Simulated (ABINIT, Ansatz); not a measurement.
# A GW chain in ABINIT: Ba2ScCuO4 (P4/mmm), part 2 of 2

Aim: the G0W0 gap of Ba2ScCuO4 (P4/mmm) on PBEsol, step by step.

ABINIT 10.8.3; PBEsol and many-body steps on it, plane waves. Known limits of the many-body steps: not at the basis limit; d shell near the gap, gap tends to lie low; no spin-orbit coupling; coarse k mesh.

So far. Step 2 (Ground state): The gap is indirect, with the least direct gap 0.06 eV higher. Step 3 (Empty states on the mesh, 2×2×1 mesh, 116 bands): On this mesh the gap is 1.956 eV.

In doubt: a PseudoDojo file used here is known to give poor structures and forces, which bears on pressures, cells, forces and phonons.

**4. Screening, 2×2×1 mesh, 106 bands, screening to 98 eV**

The RPA dielectric matrix is built and inverted for each q.

This step: RPA screening on PBEsol, plane waves, norm-conserving pseudopotentials.

Contents of run.abi:

```
acell 3*1.0 Angstrom
rprim 
  4.176956000000 0.000000000000 0.000000000000
  0.000000000000 4.176956000000 0.000000000000
  0.000000000000 0.000000000000 8.078857000000
ntypat 4
znucl 56 21 29 8
natom 8
typat 1 1 2 3 4 4 4 4
xred 
  0.500000000000 0.500000000000 0.767977000000
  0.500000000000 0.500000000000 0.232023000000
  0.000000000000 0.000000000000 0.000000000000
  0.000000000000 0.000000000000 0.500000000000
  0.000000000000 0.500000000000 0.000000000000
  0.500000000000 0.000000000000 0.000000000000
  0.000000000000 0.000000000000 0.724671000000
  0.000000000000 0.000000000000 0.275329000000
pp_dirpath "pseudos"
pseudos "Ba.upf, Sc.upf, Cu.upf, O.upf"
ecut 42
ngkpt 2 2 1
nshiftk 1
shiftk 0 0 0
kptopt 1
chksymbreak 0
istwfk *1
occopt 1
irdwfk 1
optdriver 3
nband 106
ecuteps 3.6
inclvkb 2
awtr 1
symchi 1
indata_prefix "in"
outdata_prefix "out"
tmpdata_prefix "tmp"
```

Started as:

```bash
$ OMP_NUM_THREADS=1 mpirun -n 4 abinit run.abi > log
```

Numbers of over 12 decimals in the logs are rounded to 6 here.

What it wrote:

```text
.Version 10.8.3 of ABINIT. v10.8.2 released Aug 2026.

 Symmetries : space group P4/m m m (#123); Bravais tP (primitive tetrag.)
[... echo of the input left out ...]
== DATASET  1 ==================================================================
-   mpi_nproc: 4, omp_nthreads: 1 (-1 if OMP is not activated)

--- !DatasetInfo
iteration_state: {dtset: 1, }
dimensions: {natom: 8, nkpt: 3, mband: 106, nsppol: 1, nspinor: 1, nspden: 1, mpw: 12409, }
cutoff_energies: {ecut:  42.0, pawecutdg:  -1.0, }
electrons: {nelect:   7.40000000E+01, charge:   0.00000000E+00, occopt:   1.00000000E+00, tsmear:   1.00000000E-02, }

 SCREENING: Calculation of the susceptibility and dielectric matrices

 Based on a program developped by R.W. Godby, V. Olevano, G. Onida, and L. Reining.
 Incorporated in ABINIT by V. Olevano, G.-M. Rignanese, and M. Torrent.
.Using double precision arithmetic ; gwpc =  8

[... cell and pseudopotentials left out ...]
--------------------------------------------------------------------------------

 ==== K-mesh for the wavefunctions ====
 Number of points in the irreducible wedge :     3
[... list of points left out ...]
 Together with 16 symmetry operations and time-reversal symmetry
 yields     4 points in the full Brillouin Zone.

 ==== Q-mesh for the screening function ====
 Number of points in the irreducible wedge :     3
[... list of points left out ...]
 Together with 16 symmetry operations and time-reversal symmetry
 yields     4 points in the full Brillouin Zone.

 setmesh: FFT mesh size selected  =    30x   30x   60
          total number of points  =        54000

 vcoul_init : cutoff-mode = AUXILIARY_FUNCTION
 q-points for optical limit:   1
     1)      0.000010    0.000020    0.000030

- screening: taking advantage of time-reversal symmetry
- Maximum band index for partially occupied states nbvw = 37
- Remaining bands to be divided among processors   nbcw = 69
- Number of bands treated by each node ~17

 Number of electrons calculated from density =   74.0000; Expected =   74.0000
 average of density, n =  0.077797
 r_s =    1.4532
 omega_plasma =   26.9053 [eV]

 calculating chi0 at frequencies [eV] :
  1    0.000000E+00    0.000000E+00
  2    0.000000E+00    2.690533E+01

--------------------------------------------------------------------------------
  q-point number  1        q = ( 0.000000, 0.000000, 0.000000) [r.l.u.]
--------------------------------------------------------------------------------
[... chi0 elements left out ...]
 For q-point:  0.000010 0.000020 0.000030
  dielectric constant =   5.1998
  dielectric constant without local fields =   5.8107

  Average fulfillment of the sum rule on Im[epsilon] for q-point    1 :     40.94  [%]
[... wings left out ...]
  q-point number  2        q = ( 0.500000, 0.000000, 0.000000) [r.l.u.]
--------------------------------------------------------------------------------
[... chi0 elements left out ...]
  Average fulfillment of the sum rule on Im[epsilon] for q-point    2 :     43.49  [%]

 [... 1 further q-points ...]
```

Wall time 36 s (4 MPI ranks of Arm Neoverse V1, shared host); peak memory 1.4 GiB.

This step gave:

```yaml
eps_infinity_with_local_fields_on_this_mesh_along_the_program_s_q_direction: 5.200
the_same_without_local_fields: 5.811
plasma_frequency: 26.91 eV
plane_waves_in_the_screening_matrix: 313
```

Local fields lower ε∞ by 11 %. On a Γ-centred mesh this coarse the value itself is usually too large, while a short band sum pulls it down.

**5. Self-energy, 2×2×1 mesh, 106 bands, screening to 98 eV**

The self-energy is evaluated for the states that the input lists, and the levels follow from it, in one-shot runs by the linearised quasiparticle equation.

This step: G0W0 on PBEsol, plane waves, norm-conserving pseudopotentials.

Edit run.abi of step 4 so:

```diff
@@ -29,8 +29,19 @@
 irdwfk 1
-optdriver 3
+optdriver 4
 nband 106
+gwcalctyp 0
+ecutsigx 42
+symsigma 1
+nkptgw 3
+kptgw 
+  0.5000000000 0.5000000000 0.0000000000
+  0.5000000000 0.0000000000 0.0000000000
+  0.0000000000 0.0000000000 0.0000000000
+bdgw 
+  36 39
+  36 39
+  36 39
 ecuteps 3.6
-inclvkb 2
-awtr 1
-symchi 1
+irdscr 1
+ppmodel 1
 indata_prefix "in"
```

What it wrote:

```text
.Version 10.8.3 of ABINIT. v10.8.2 released Aug 2026.

 Symmetries : space group P4/m m m (#123); Bravais tP (primitive tetrag.)
[... echo of the input left out ...]
== DATASET  1 ==================================================================
-   mpi_nproc: 4, omp_nthreads: 1 (-1 if OMP is not activated)

--- !DatasetInfo
iteration_state: {dtset: 1, }
dimensions: {natom: 8, nkpt: 3, mband: 106, nsppol: 1, nspinor: 1, nspden: 1, mpw: 12409, }
cutoff_energies: {ecut:  42.0, pawecutdg:  -1.0, }
electrons: {nelect:   7.40000000E+01, charge:   0.00000000E+00, occopt:   1.00000000E+00, tsmear:   1.00000000E-02, }

 SIGMA: Calculation of the GW corrections

 Based on a program developped by R.W. Godby, V. Olevano, G. Onida, and L. Reining.
 Incorporated in ABINIT by V. Olevano, G.-M. Rignanese, and M. Torrent.
.Using double precision arithmetic ; gwpc =  8

[... cell and pseudopotentials left out ...]
--------------------------------------------------------------------------------

 ==== K-mesh for the wavefunctions ====
 Number of points in the irreducible wedge :     3
[... list of points left out ...]
 Together with 16 symmetry operations and time-reversal symmetry
 yields     4 points in the full Brillouin Zone.

 ==== Q-mesh for screening function ====
 Number of points in the irreducible wedge :     3
[... list of points left out ...]
 Together with 16 symmetry operations and time-reversal symmetry
 yields     4 points in the full Brillouin Zone.

 vcoul_init : cutoff-mode = AUXILIARY_FUNCTION
 q-points for optical limit:   1
     1)      0.000010    0.000020    0.000030
 setmesh: FFT mesh size selected  =    48x   48x   90
          total number of points  =       207360

 Number of electrons calculated from density =   74.0000; Expected =   74.0000
 average of density, n =  0.077797
 r_s =    1.4532
 omega_plasma =   26.9053 [eV]

 === KS Band Gaps ===
  >>>> For spin  1
   Minimum direct gap =   1.9952 [eV], located at k-point      :   0.5000  0.0000  0.0000
   Fundamental gap    =   1.9562 [eV], Top of valence bands at :   0.5000  0.5000  0.0000
                                       Bottom of conduction at :   0.5000  0.0000  0.0000
 SIGMA fundamental parameters:
 PLASMON POLE MODEL  1
 number of plane-waves for SigmaX                12409
 number of plane-waves for SigmaC and W            313
 number of plane-waves for wavefunctions         12409
 number of bands                                   106
 number of independent spin polarizations            1
 number of spinorial components                      1
 number of k-points in IBZ                           3
 number of q-points in IBZ                           3
 number of symmetry operations                      16
 number of k-points in BZ                            4
 number of q-points in BZ                            4
 number of frequencies for dSigma/dE                 9
 frequency step for dSigma/dE [eV]                0.25
 number of omega for Sigma on real axis              0
 max omega for Sigma on real axis  [eV]           0.00
 zcut for avoiding poles [eV]                     0.10

 EPSILON^-1 parameters (SCR file):
 dimension of the eps^-1 matrix on file            313
 dimension of the eps^-1 matrix used               313
 number of plane-waves for wavefunctions         12409
 number of bands                                   106
 number of q-points in IBZ                           3
 number of frequencies                               2
 number of real frequencies                          1
 number of imag frequencies                          1

 matrix elements of self-energy operator (all in [eV])

 Perturbative Calculation

--- !SelfEnergy_ee
iteration_state: {dtset: 1, }
kpoint     : [   0.500,    0.500,    0.000, ]
spin       : 1
KS_gap     :    2.491
QP_gap     :    3.470
Delta_QP_KS:    0.979
data: !SigmaeeData |
     Band     E0 <VxcDFT>   SigX SigC(E0)      Z dSigC/dE  Sig(E)    E-E0       E
       36   5.325 -25.764 -32.578   6.650   0.731  -0.368 -25.884  -0.120   5.205
       37   5.325 -25.764 -32.578   6.650   0.731  -0.368 -25.884  -0.120   5.205
       38   7.816 -10.010  -5.947  -3.020   0.824  -0.214  -9.151   0.860   8.675
       39   7.816 -10.010  -5.947  -3.020   0.824  -0.214  -9.151   0.860   8.675

--- !SelfEnergy_ee
iteration_state: {dtset: 1, }
kpoint     : [   0.500,    0.000,    0.000, ]
spin       : 1
KS_gap     :    1.995
QP_gap     :    2.837
Delta_QP_KS:    0.842
data: !SigmaeeData |
     Band     E0 <VxcDFT>   SigX SigC(E0)      Z dSigC/dE  Sig(E)    E-E0       E
       36   4.822 -26.669 -33.888   6.930   0.724  -0.381 -26.878  -0.209   4.613
       37   5.286 -25.135 -31.781   6.511   0.733  -0.364 -25.234  -0.099   5.187
       38   7.281  -9.660  -5.769  -2.992   0.826  -0.211  -8.917   0.743   8.024
       39   8.636 -17.696 -12.913  -3.014   0.791  -0.264 -16.297   1.399  10.035

--- !SelfEnergy_ee
iteration_state: {dtset: 1, }
kpoint     : [   0.000,    0.000,    0.000, ]
spin       : 1
KS_gap     :    2.402
QP_gap     :    3.784
Delta_QP_KS:    1.382
data: !SigmaeeData |
     Band     E0 <VxcDFT>   SigX SigC(E0)      Z dSigC/dE  Sig(E)    E-E0       E
       36   5.102 -25.786 -32.614   6.641   0.730  -0.370 -25.922  -0.137   4.966
       37   5.102 -25.786 -32.614   6.641   0.730  -0.370 -25.922  -0.137   4.966
       38   7.504 -19.036 -15.069  -2.386   0.788  -0.269 -17.791   1.246   8.750
       39   8.620 -15.445  -8.319  -4.366   0.802  -0.248 -13.232   2.212  10.833

 New Fermi energy :        2.430897E-01 Ha ,    6.614807E+00 eV

 === QP Band Gaps ===
  >>>> For spin  1
   Minimum direct gap =   2.8374 [eV], located at k-point      :   0.5000  0.0000  0.0000
   Fundamental gap    =   2.8188 [eV], Top of valence bands at :   0.5000  0.5000  0.0000
                                       Bottom of conduction at :   0.5000  0.0000  0.0000

== END DATASET(S) ==============================================================
================================================================================

 -outvars: echo values of variables after computation  --------
           etotal      0.0000000000E+00
            nband         106
             nkpt           3
          spgroup         123
 [... the other variables as echoed above ...]

 Calculation completed.
```

The job ended after 13 s (4 MPI ranks; peak memory 1 GiB).

This step gave:

| Item | Value |
| --- | --- |
| G0W0 gap on the points computed | 2.819 eV |
| starting gap on the mesh | 1.956 eV |
| k of the valence top | 0.5, 0.5, 0 |
| k of the conduction bottom | 0.5, 0, 0 |
| Z at the valence top | 0.731 |
| Z at the conduction bottom | 0.826 |
| least direct G0W0 gap on the computed points | 2.837 eV |

The gap on the mesh goes from 1.96 eV to 2.82 eV, a correction of +0.86 eV. The start differs from the 1.93 eV found before because the two sample other k points.

Limits: finite bands, cutoff and mesh; d shell near the gap, gap tends to lie low; no spin-orbit coupling; coarse k mesh. v1 is the top filled band, c1 the lowest empty one. Levels before and after the correction, in eV, zero at the valence-band top of each column:

|  | conduction bottom | valence top |
| --- | --- | --- |
| Kohn-Sham | 1.96 | 0.00 |
| G0W0 | 2.82 | 0.00 |

|  | level | energy (eV) |
| --- | --- | --- |
| Kohn-Sham | (0.5 0.5 0) v2-v1 | 0.000 |
| Kohn-Sham | (0.5 0.5 0) c1-c2 | 2.490 |
| Kohn-Sham | (0.5 0 0) v2 | -0.503 |
| Kohn-Sham | (0.5 0 0) v1 | -0.039 |
| Kohn-Sham | (0.5 0 0) c1 | 1.956 |
| Kohn-Sham | (0.5 0 0) c2 | 3.311 |
| G0W0 | (0.5 0.5 0) v2-v1 | 0.000 |
| G0W0 | (0.5 0.5 0) c1-c2 | 3.470 |
| G0W0 | (0.5 0 0) v2 | -0.592 |
| G0W0 | (0.5 0 0) v1 | -0.018 |
| G0W0 | (0.5 0 0) c1 | 2.819 |
| G0W0 | (0.5 0 0) c2 | 4.830 |

**6. Where the time went**

Times are wall times on 4 MPI ranks of Arm Neoverse V1, shared host, good to a factor of about two.

| step | time | share | memory (GiB) |
| --- | --- | --- | --- |
| ground state | 7 min | 80 % | 0.74 |
| empty states on the mesh | 53 s | 10 % | 0.45 |
| screening | 36 s | 7 % | 1.4 |
| self-energy | 13 s | 3 % | 1.0 |

**7. Outcome**

| Item | Value |
| --- | --- |
| PBEsol gap | 1.93 eV, indirect |
| G0W0 gap on the mesh | 2.82 eV |
| G0W0 gap over the zone (rigid shift) | 2.80 eV |
| GW settings | 2×2×1 mesh, 106 bands, screening to 98 eV, Godby-Needs plasmon pole |
| known limits | not at the basis limit; d shell near the gap, gap tends to lie low; no spin-orbit coupling; coarse k mesh |

G0W0 moves the gap on the mesh from 1.96 eV to 2.82 eV (+0.86 eV), with Z of 0.73 and 0.83 at the edges. The mesh misses the band edges by 0.02 eV in all; a rigid shift gives 2.80 eV for the zone. Local fields lower the RPA ε∞ on this mesh from 5.81 to 5.20; a Γ-centred mesh this coarse tends to raise both, most where the direct gap is narrow, while a short band sum lowers them. The dearest step here is «ground state». Bands and cutoff are finite, so the gap is not at the basis limit. The miss can reach some tenths of an eV and take either sign; the mesh is an error of its own. The 2×2×1 mesh is coarse for this cell, which bears on the long-range parts of exchange and screening. A d shell, filled or nearly so, lies near the gap. One-shot GW converges very slowly in bands there, not always from below, and on a semilocal start the gap tends to come out low; starts rich in exact exchange can overshoot instead. The many-body steps are scalar-relativistic: spin-orbit coupling is not in them.

[Paths, hosts, dates, memory and timing lines, banners, echoed tables and standing remarks are left out of the program output.]

[Logs are printed without paths, hosts, clocks, repeated set-up lines and the standing remarks that a program may print on its own settings, such as how far it seeks lower states.]

[Runs of the session that timed out or met a known fault of the program may be left out.]

[Hosts, paths, dates, database ids (printed as entryN), source tags and the programs' standing remarks are cut or masked in the printed files.]

[G0W0 gaps are taken among the corrected bands and points alone; a level outside them can change the order at an edge.]

[Where Ansatz stands beside ABINIT at settings called matched, ABINIT's density can come from a denser mesh and the files from another edition; pairs whose starting gaps differed by over 0.03 eV were left out, so agreement reads better than it is.]
